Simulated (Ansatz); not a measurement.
Consider KLaMgWO6 (F-43m).

Symmetry: F-43m, No. 216, cubic system. The conventional cell has a = 7.993 Å, b = 7.993 Å, c = 7.993 Å, α = 90.00°, β = 90.00°, γ = 90.00°. Nearest to K lie 12 O at 2.83 Å. Nearest to La lie 12 O at 2.83 Å. Nearest to Mg lie 6 O at 2.06 Å. Nearest to W lie 6 O at 1.94 Å. Nearest to O lie 1 W at 1.94 Å and 1 Mg at 2.06 Å and 2 La at 2.83 Å and 2 K at 2.83 Å. Farther neighbours and most contacts between anions are not listed.

```yaml
crystal:
  lattice:
    - [0.00000, 3.99643, 3.99643]
    - [3.99643, 0.00000, 3.99643]
    - [3.99643, 3.99643, 0.00000]
  atoms:
    - { symbol: K, position: [0.75000, 0.75000, 0.75000] }
    - { symbol: La, position: [0.25000, 0.25000, 0.25000] }
    - { symbol: Mg, position: [0.00000, 0.00000, 0.00000] }
    - { symbol: W, position: [0.50000, 0.50000, 0.50000] }
    - { symbol: O, position: [0.74287, 0.25713, 0.25713] }
    - { symbol: O, position: [0.25713, 0.74287, 0.74287] }
    - { symbol: O, position: [0.74287, 0.74287, 0.25713] }
    - { symbol: O, position: [0.25713, 0.25713, 0.74287] }
    - { symbol: O, position: [0.25713, 0.74287, 0.25713] }
    - { symbol: O, position: [0.74287, 0.25713, 0.74287] }
```

The cell and positions are those that the Materials Project relaxed with its own functionals (PBE, PBE+U or r2SCAN), kept fixed. At the settings of the band run the largest force is still 0.50 eV/Å. Spin-orbit coupling is left out unless a run names it.

Gaps computed with Ansatz 0.2.0 without a self-energy: PBE 2.53 eV, PBE+SOC 2.51 eV, r2SCAN 2.91 eV, HSE06 3.99 eV and DDH-PBE0 4.35 eV.

Question: What gap should G0W0 on PBE give (4×4×4 mesh, 700 empty bands, screening to 180 eV, PAW set soft_1 files)?

About 4.39 eV: on its mesh the run moves the gap from 2.52 eV by +1.87 eV. A band edge moves to another state on the way. Among the scalar-relativistic levels given, DDH-PBE0 is nearest (−0.04 eV). Bands and cutoff are finite, so the gap is not at the basis limit. The miss can reach some tenths of an eV and take either sign; the mesh is an error of its own. Empty 4f levels lie among the conduction bands. Their place in the start is unsure; it enters the screening, and the edge itself where they lie low. The many-body steps are scalar-relativistic: spin-orbit coupling is not in them.

[Paths, hosts, dates, memory and timing lines, banners, echoed tables and standing remarks are left out of the program output.]

[Logs are printed without paths, hosts, clocks, repeated set-up lines and the standing remarks that a program may print on its own settings, such as how far it seeks lower states.]

[Runs of the session that timed out or met a known fault of the program may be left out.]

[Cells called generated may have been cut or substituted from an entry of the Crystallography Open Database or the Materials Project.]

[Hosts, paths, dates, database ids (printed as entryN), source tags and the programs' standing remarks are cut or masked in the printed files.]
